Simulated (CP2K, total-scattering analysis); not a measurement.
# aqueous LiCl: run and scatter

Aim: the structure of aqueous LiCl at 330 K, and the X-ray and neutron patterns it would give.

Method: ab initio molecular dynamics with CP2K (revPBE-D3(BJ), Gaussian and plane waves, DZVP-MOLOPT-SR basis, GTH potentials, 400 Ry, CSVR thermostat, no spin, fixed volume, H with the mass of D). Composition: 28 H2O, 4 Li+ and 4 Cl-; O 30.4, H 60.9, Li 4.3, Cl 4.3 atom %; 92 atoms. The average runs over 0.48 ps of 92 atoms, so shells between rare elements are rough. Mean temperature 323 K, largest m.s.d. 0.66 Å², energy drift +4 meV an atom (last third less first, no steady trend); the first quarter of the run is discarded. Start: last frame of a classical run of this cell at the same density and temperature. So short a stretch relaxes bonds and nearest shells but still remembers its start.

## The run

The step of 1 fs has to resolve the fastest vibration, that of H (given the mass of D, which leaves classical structure unchanged and allows a longer step). The volume is fixed, since the run is too short for a cell to find its own. One k-point, Γ, is the usual economy for a cell of this size. Orbital transformation skips diagonalisation and needs a gap, which this system has. A dispersion term is added because semilocal functionals bind large anions and molecules too weakly, which shows as excess pressure at a given density.

The input, md.inp:

```
&GLOBAL
  PROJECT md
  RUN_TYPE MD
  PRINT_LEVEL LOW
  WALLTIME 3249
&END GLOBAL
&FORCE_EVAL
  METHOD QUICKSTEP
  &DFT
    BASIS_SET_FILE_NAME BASIS_MOLOPT
    POTENTIAL_FILE_NAME GTH_POTENTIALS
    &MGRID
      CUTOFF 400
      REL_CUTOFF 40
    &END MGRID
    &QS
      EPS_DEFAULT 1.0E-10
      EXTRAPOLATION ASPC
      EXTRAPOLATION_ORDER 3
    &END QS
    &SCF
      SCF_GUESS ATOMIC
      EPS_SCF 5.0E-6
      IGNORE_CONVERGENCE_FAILURE
      MAX_SCF 30
      &OT
        MINIMIZER DIIS
        PRECONDITIONER FULL_SINGLE_INVERSE
      &END OT
      &OUTER_SCF
        MAX_SCF 6
        EPS_SCF 5.0E-6
      &END OUTER_SCF
      &PRINT
        &RESTART OFF
        &END RESTART
      &END PRINT
    &END SCF
    &XC
      &XC_FUNCTIONAL
        &PBE
          PARAMETRIZATION REVPBE
        &END PBE
      &END XC_FUNCTIONAL
      &VDW_POTENTIAL
        POTENTIAL_TYPE PAIR_POTENTIAL
        &PAIR_POTENTIAL
          TYPE DFTD3(BJ)
          PARAMETER_FILE_NAME dftd3.dat
          REFERENCE_FUNCTIONAL revPBE
        &END PAIR_POTENTIAL
      &END VDW_POTENTIAL
    &END XC
  &END DFT
  &SUBSYS
    &CELL
      ABC 9.9098 9.9098 9.9098
    &END CELL
    &COORD
      O 8.2856 5.6080 8.5531
      H 7.3848 5.8943 8.8772
      H 8.8812 5.4296 9.3360
      O 0.7115 7.5602 1.0395
[... 86 atom lines left out ...]
      Cl 9.3905 0.0139 9.2657
      Cl 5.1799 6.0935 9.3994
    &END COORD
    &KIND O
      BASIS_SET DZVP-MOLOPT-SR-GTH
      POTENTIAL GTH-PBE-q6
    &END KIND
    &KIND H
      BASIS_SET DZVP-MOLOPT-SR-GTH
      POTENTIAL GTH-PBE-q1
      MASS 2.014
    &END KIND
    &KIND Li
      BASIS_SET DZVP-MOLOPT-SR-GTH
      POTENTIAL GTH-PBE-q3
    &END KIND
    &KIND Cl
      BASIS_SET DZVP-MOLOPT-SR-GTH
      POTENTIAL GTH-PBE-q7
    &END KIND
  &END SUBSYS
  STRESS_TENSOR NONE
&END FORCE_EVAL
&MOTION
  &MD
    ENSEMBLE NVT
    STEPS 6000
    TIMESTEP 1
    TEMPERATURE 330
    &THERMOSTAT
      TYPE CSVR
      &CSVR
        TIMECON 30
      &END CSVR
    &END THERMOSTAT
  &END MD
  &PRINT
    &RESTART OFF
    &END RESTART
    &RESTART_HISTORY OFF
    &END RESTART_HISTORY
  &END PRINT
&END MOTION
```

```console
$ OMP_NUM_THREADS=1 mpirun -n 8 cp2k.psmp -i md.inp
```

```text
[a thinned log: between the lines shown up to 5 are left out unmarked, longer gaps are marked]
DBCSR| CPU Multiplication driver                                           BLAS (U)
 DBCSR| Multrec recursion limit                                              512 (U)
 DBCSR| Multiplication stack size                                           1000 (D)
 DBCSR| Maximum elements for images                                    UNLIMITED (U)
 DBCSR| Multiplicative factor virtual images                                   1 (U)
 DBCSR| Use multiplication densification                                       T (D)
 DBCSR| Multiplication size stacks                                             3 (U)
 DBCSR| Use memory pool for CPU allocation                                     F (U)
 DBCSR| Number of 3D layers                                               SINGLE (U)
 DBCSR| Use MPI memory allocation                                              F (U)
 DBCSR| Use RMA algorithm                                                      F (U)
 DBCSR| Use Communication thread                                               T (U)
 DBCSR| Communication thread load                                             87 (D)
 DBCSR| MPI: My process id                                                     0
[... 16 lines left out ...]
 GLOBAL| Cholesky decomposition library                                ScaLAPACK
[... 29 lines left out ...]
 **     #######   #####   ##   #####  ##  ##  ####    ##    #####   ##        **
[... 29 lines left out ...]
                        eps_scf:                                        5.00E-06
[... 29 lines left out ...]
 ROT| Eigenvalues      7.10243305026E+07   7.95634247375E+07   8.49601634553E+07
[... 29 lines left out ...]
 Number of occupied orbitals:                                                132
[... 29 lines left out ...]
     9 OT DIIS     0.80E-01    0.6     0.00240709      -573.6043304752 -1.54E-01
[... 29 lines left out ...]
  Overlap energy of the core charge distribution:               0.00000039187469
[... 29 lines left out ...]
     6 OT DIIS     0.80E-01    0.6     0.00000700      -573.8109110263 -1.39E-06
[... 29 lines left out ...]
 MD_INI| Cell lengths [bohr]      1.87268080E+01  1.87268080E+01  1.87268080E+01
[... 29 lines left out ...]

[... 29 lines left out ...]

[... 29 lines left out ...]
 SCF WAVEFUNCTION OPTIMIZATION
[... 29 lines left out ...]

[... 29 lines left out ...]
[... steps left out ...]
 MD| ---------------------------------------------------------------------------
 MD|                                          Instantaneous             Averages
 MD| CPU time per MD step [s]                      4.982934             5.068987
 MD| Energy drift per atom [K]           0.668115193581E+00   0.655043974307E+00
 MD| Potential energy [hartree]         -0.573823974469E+03  -0.573833877384E+03
 MD| Kinetic energy [hartree]            0.144636042136E+00   0.142882569487E+00
 MD| Temperature [K]                             334.596302           330.539876
 MD| ***************************************************************************
 MD| Estimated peak process memory after this step [MiB]                     319

 ----------------------------
```

Run time: 54 min on 8 threads of Arm Neoverse V2 (shared host), peak memory 2.5 GiB.

## Analysis

S(Q) is the Faber–Ziman total, Σ ci cj fi fj (Sij − 1)/⟨f⟩² + 1. Below 4 Å⁻¹ the partials are summed on the cell's own reciprocal vectors (from 0.63 Å⁻¹) and folded with a Gaussian of σ = 0.14 Å⁻¹; above it they are transforms of g(r) out to 6.7 Å, tapered over the last 40 %. The fold lowers sharp peaks, and with so few vectors their positions are good to about 0.1 Å⁻¹. X-rays take neutral-atom form factors, neutrons coherent lengths (O 5.8037, H 6.6681, Li -1.93, Cl 9.5792 fm). Hydrogen is taken as deuterium. Absorption by Li is ignored. G(r) = 4πrρ₀[g(r) − 1] carries the resolution of a Lorch-windowed transform up to 20 Å⁻¹. The patterns are simulated, not measured. The cell is small: beyond half the box only the part of each shell inside it is counted, and low-Q values rest on few vectors. It is averaged over 121 frames.

```
T (K)   state  density (g/cm³)  first clear X-ray maximum (Å⁻¹)  its height (X-ray)  first clear neutron maximum (Å⁻¹)  its height (neutron)  Li–O (Å)  O around Li  Cl–O (Å)    held  D over the elements, rough (10⁻⁹ m²/s)
  330  liquid            1.150                             2.20                1.93                               2.12                  2.07      1.99         3.73      3.19  volume                                       -
```

X-ray S(Q):

```csv
Q (Å⁻¹),330 K
0.8,-1.04
1.1,-0.85
1.4,-0.30
1.7,0.54
2.0,1.52
2.3,1.88
2.6,1.81
2.9,1.08
3.2,0.63
3.5,0.43
3.8,0.76
4.1,1.23
4.4,1.31
4.7,1.13
5.0,0.91
5.3,0.78
5.6,0.75
5.9,0.86
6.2,1.07
6.5,1.19
6.8,1.11
7.1,0.96
7.4,0.94
7.7,1.01
8.0,1.04
8.3,1.01
8.6,1.02
8.9,1.02
```

At 330 K the maxima of S(Q), Q in Å⁻¹ (height), are X-ray: 2.20 (1.93), 4.33 (1.32), 6.52 (1.19), 7.92 (1.04); neutron: 2.12 (2.07), 4.00 (0.97), 8.52 (1.19), 14.16 (1.08). Its shells:

| pair | first peak (Å) | g there | first minimum (Å) | g there | neighbours | kind | X-ray weight (f = Z) | neutron weight |
| --- | --- | --- | --- | --- | --- | --- | --- | --- |
| O–H | 0.98 | 32.5 | 1.26 | 0.00 | 2.0 H per O, 1.0 O per H | within molecules | 0.19 | 0.38 |
| H–H | 1.56 | 3.6 | 1.84 | 0.11 | 1.0 | within molecules | 0.02 | 0.43 |
| O–Li | 1.99 | 9.2 | 2.52 | 0.04 | 0.5 Li per O, 3.7 O per Li | between molecules | 0.04 | -0.01 |
| H–Cl | 2.28 | 3.4 | 2.90 | 0.24 | 0.4 Cl per H, 5.5 H per Cl | between molecules | 0.06 | 0.09 |
| Li–Cl | 2.51 | 1.5 | 3.02 | 0.00 | 0.2 Cl per Li, 0.2 Li per Cl | between molecules | 0.01 | 0.00 |
| H–Li | 2.61 | 4.0 | 3.16 | 0.40 | 0.6 Li per H, 8.6 H per Li | between molecules | 0.01 | -0.02 |
| O–O | 2.75 | 2.4 | 4.14 | 0.90 | no clear end of the shell | between molecules | 0.39 | 0.08 |
| O–Cl | 3.19 | 3.7 | 3.80 | 0.70 | 1.0 Cl per O, 6.8 O per Cl | between molecules | 0.24 | 0.04 |

The tapered transform alone would put 1.91 at the X-ray maximum of 2.20 Å⁻¹, where the reciprocal vectors give 1.93; the two routes agree.

**Reading.** Distances within molecules give the sharpest pair functions, and with hydrogen they rule the neutron S(Q) at high Q: O–H 0.98 Å and H–H 1.56 Å (first peaks only). Between molecules or ions, shells with a clear end include O–Li at 1.99 Å (0.5 Li per O, 3.7 O per Li) and Li–Cl at 2.51 Å (0.2 Cl per Li, 0.2 Li per Cl). Li holds 3.7 O and 0.2 Cl in its first shell, 4.0 in all; contact pairs exchange slowly and may come from the start. On the last frame 96 % of the H on O, N or F point at an acceptor of another molecule or at an anion within hydrogen-bond range (2.35 Å to O, N, F; 2.85 Å to Cl, Br, I).

[Logs are printed without paths, hosts, clocks, repeated set-up lines and the standing remarks that a program may print on its own settings, such as how far it seeks lower states.]
